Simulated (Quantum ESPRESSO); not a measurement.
# Magnetic state of YCo2Ge2 from several starts, part 2 of 2

Aim: find out which collinear order of YCo2Ge2 costs least.

Quantum ESPRESSO 7.5; PBEsol; plane waves with GBRV 1.5 PBEsol potentials, no spin-orbit coupling.

So far: The starting structure; Run 1, typed as ferro ++; Start 2: antiferro q=(1/2,1/2,1/2) +−+−.

## Step 4: Start 3: antiferro q=(0,0,1/2) +−+−

This order needs a doubled cell of 10 atoms.

Contents of pw.in:

```
&CONTROL
  calculation = 'scf'
  prefix = 'pwscf'
  outdir = './tmp'
  pseudo_dir = './pseudo'
  disk_io = 'nowf'
/
&SYSTEM
  ibrav = 0
  nat = 10
  ntyp = 4
  ecutwfc = 40
  ecutrho = 280
  nbnd = 90
  occupations = 'smearing'
  smearing = 'fd'
  degauss = 0.00734986
  nspin = 2
  starting_magnetization(1) = 0
  starting_magnetization(2) = 0.1176
  starting_magnetization(3) = -0.1176
  starting_magnetization(4) = 0
/
&ELECTRONS
  conv_thr = 2d-08
  electron_maxstep = 150
  mixing_beta = 0.3
/
ATOMIC_SPECIES
Y      88.9058 y_pbesol_v1.4.uspp.F.UPF
Co1    58.9332 co_pbesol_v1.2.uspp.F.UPF
Co2    58.9332 co_pbesol_v1.2.uspp.F.UPF
Ge     72.6300 ge_pbesol_v1.4.uspp.F.UPF
CELL_PARAMETERS angstrom
  -1.9850000000    1.9850000000    5.0300000000
   1.9850000000   -1.9850000000    5.0300000000
   3.9700000000    3.9700000000  -10.0600000000
ATOMIC_POSITIONS crystal
Y       0.0000000000    0.0000000000    0.0000000000
Y       0.0000000000    0.0000000000    0.5000000000
Co1     0.7500000000    0.2500000000    0.2500000000
Co2     0.7500000000    0.2500000000    0.7500000000
Co1     0.2500000000    0.7500000000    0.2500000000
Co2     0.2500000000    0.7500000000    0.7500000000
Ge      0.6288805400    0.6288805400    0.0000000000
Ge      0.6288805400    0.6288805400    0.5000000000
Ge      0.3711194600    0.3711194600    0.0000000000
Ge      0.3711194600    0.3711194600    0.5000000000
K_POINTS automatic
10 10 5 0 0 0
```

Command:

```bash
> OMP_NUM_THREADS=1 mpirun -n 4 pw.x -nk 4 -in pw.in > pw.out
```

Output:

```text
     [... lines left out ...]
Program PWSCF v.7.5 starts
     [... lines left out ...]
     number of atoms/cell      =           10
     [... lines left out ...]
     number of electrons       =       146.00
     number of Kohn-Sham states=           90
     kinetic-energy cutoff     =      40.0000  Ry
     charge density cutoff     =     280.0000  Ry
     scf convergence threshold =      2.0E-08
     [... lines left out ...]
      8 Sym. Ops., with inversion, found ( 4 have fractional translation)
     [... lines left out ...]
     number of k points=    93  Fermi-Dirac smearing, width (Ry)=  0.0073
     [... lines left out ...]
     iteration # 21     ecut=    40.00 Ry     beta= 0.30
     [... lines left out ...]
     Magnetic moment per site  (integrated on atomic sphere of radius R)
     atom   1 (R=0.221)  charge=  8.8869  magn=  0.0000
     atom   2 (R=0.221)  charge=  8.8869  magn=  0.0000
     atom   3 (R=0.167)  charge= 15.2969  magn= -0.0003
     atom   4 (R=0.167)  charge= 15.2970  magn=  0.0000
     atom   5 (R=0.167)  charge= 15.2969  magn= -0.0003
     atom   6 (R=0.167)  charge= 15.2970  magn=  0.0000
     atom   7 (R=0.167)  charge= 11.6201  magn=  0.0000
     atom   8 (R=0.167)  charge= 11.6201  magn=  0.0000
     atom   9 (R=0.167)  charge= 11.6201  magn=  0.0000
     atom  10 (R=0.167)  charge= 11.6201  magn=  0.0000
     [... lines left out ...]
     the Fermi energy is    14.2245 ev
!    total energy              =   -2231.65478521 Ry
     estimated scf accuracy    <       0.00000002 Ry
     smearing contrib. (-TS)   =      -0.01728973 Ry
     [... lines left out ...]
     total magnetization       =    -0.00 Bohr mag/cell
     absolute magnetization    =     0.00 Bohr mag/cell
     convergence has been achieved in  21 iterations
```

It took 13 min on 4 MPI ranks of AMD EPYC 9R14 (Zen 4), shared host; peak memory 2 GiB; 52 min of CPU time.

Spin moment in the atom's sphere by atom:

```tsv
atom	spin moment in the atom's sphere (μB)
Y1	0.0000
Y2	0.0000
Co3	-0.0003
Co4	0.0000
Co5	-0.0003
Co6	0.0000
Ge7	0.0000
Ge8	0.0000
Ge9	0.0000
Ge10	0.0000
```

This step gave:

```yaml
smearing_term_ts: 0.2352 eV
magnetization: 0 μB
absolute_magnetization: 0 μB
final_state: non-magnetic
```

## Step 5: Run 4, typed as no spin polarisation

Contents of pw.in:

```
&CONTROL
  calculation = 'scf'
  prefix = 'pwscf'
  outdir = './tmp'
  pseudo_dir = './pseudo'
  disk_io = 'nowf'
/
&SYSTEM
  ibrav = 0
  nat = 5
  ntyp = 3
  ecutwfc = 40
  ecutrho = 280
  nbnd = 47
  occupations = 'smearing'
  smearing = 'fd'
  degauss = 0.00734986
/
&ELECTRONS
  conv_thr = 1d-08
  electron_maxstep = 150
  mixing_beta = 0.3
/
ATOMIC_SPECIES
Y      88.9058 y_pbesol_v1.4.uspp.F.UPF
Co     58.9332 co_pbesol_v1.2.uspp.F.UPF
Ge     72.6300 ge_pbesol_v1.4.uspp.F.UPF
CELL_PARAMETERS angstrom
  -1.9850000000    1.9850000000    5.0300000000
   1.9850000000   -1.9850000000    5.0300000000
   1.9850000000    1.9850000000   -5.0300000000
ATOMIC_POSITIONS crystal
Y       0.0000000000    0.0000000000    0.0000000000
Co      0.7500000000    0.2500000000    0.5000000000
Co      0.2500000000    0.7500000000    0.5000000000
Ge      0.6288805400    0.6288805400    0.0000000000
Ge      0.3711194600    0.3711194600    0.0000000000
K_POINTS automatic
10 10 10 0 0 0
```

Output:

```text
     [... lines left out ...]
Program PWSCF v.7.5 starts
     [... lines left out ...]
     number of atoms/cell      =            5
     [... lines left out ...]
     number of electrons       =        73.00
     number of Kohn-Sham states=           47
     kinetic-energy cutoff     =      40.0000  Ry
     charge density cutoff     =     280.0000  Ry
     scf convergence threshold =      1.0E-08
     [... lines left out ...]
     16 Sym. Ops., with inversion, found
     [... lines left out ...]
     number of k points=   102  Fermi-Dirac smearing, width (Ry)=  0.0073
     [... lines left out ...]
     iteration # 13     ecut=    40.00 Ry     beta= 0.30
     [... lines left out ...]
     the Fermi energy is    14.2244 ev
!    total energy              =   -1115.82740155 Ry
     estimated scf accuracy    <          3.4E-10 Ry
     smearing contrib. (-TS)   =      -0.00864501 Ry
     [... lines left out ...]
     convergence has been achieved in  13 iterations
```

The job ended after 62 s (4 MPI ranks; peak memory 0.61 GiB).

Read from the output:

```yaml
smearing_term_ts: 0.1176 eV
final_state: non-magnetic (no spin polarisation)
```

## Step 6: Energies of the orders

An order is kept where moments of 0.15 μB or more survive with the typed signs; meshes match where a doubled cell samples the same k points as the first cell.

Orders:

```tsv
start	final state	typed order kept	energy over the lowest (meV a seeded atom)	largest site moment (μB)	net moment (μB a cell of the first run)	mesh matched	CPU time (s)
ferro ++	non-magnetic	no	0.06078	0	0	yes	716
antiferro q=(1/2,1/2,1/2) +-+-	non-magnetic	no	0.06154	8.66e-4	0.001376	yes	1956
antiferro q=(0,0,1/2) +-+-	non-magnetic	no	0.06083	0	0	yes	3129
no spin polarisation	non-magnetic	-	0	0	0	yes	248.9
```

## Step 7: Outcome

```json
{
  "lowest state found": "non-magnetic (from ferro ++, antiferro q=(1/2,1/2,1/2) +-+-, antiferro q=(0,0,1/2) +-+- and no spin polarisation)",
  "largest site moment": "0 μB"
}
```

**Reading.** The lowest state carries no moment, and no start kept one. This is the lowest of 4 collinear or spinless starts, no proof of the ground state. Energies are free energies at an electronic temperature of 1160 K, which lowers moments and differences where the moments are itinerant.

[Logs and program files are shortened in this print: banners, set-up blocks, solver, clock and traceback lines can be left out without a mark of their own.]

[Logs are printed without paths, hosts, clocks, repeated set-up lines and the standing remarks that a program may print on its own settings, such as how far it seeks lower states.]

[Hosts, paths, dates, database ids (printed as entryN), source tags and the programs' standing remarks are cut or masked in the printed files.]

[Where a cell is said to come from a database of computed structures, the database is the Materials Project.]
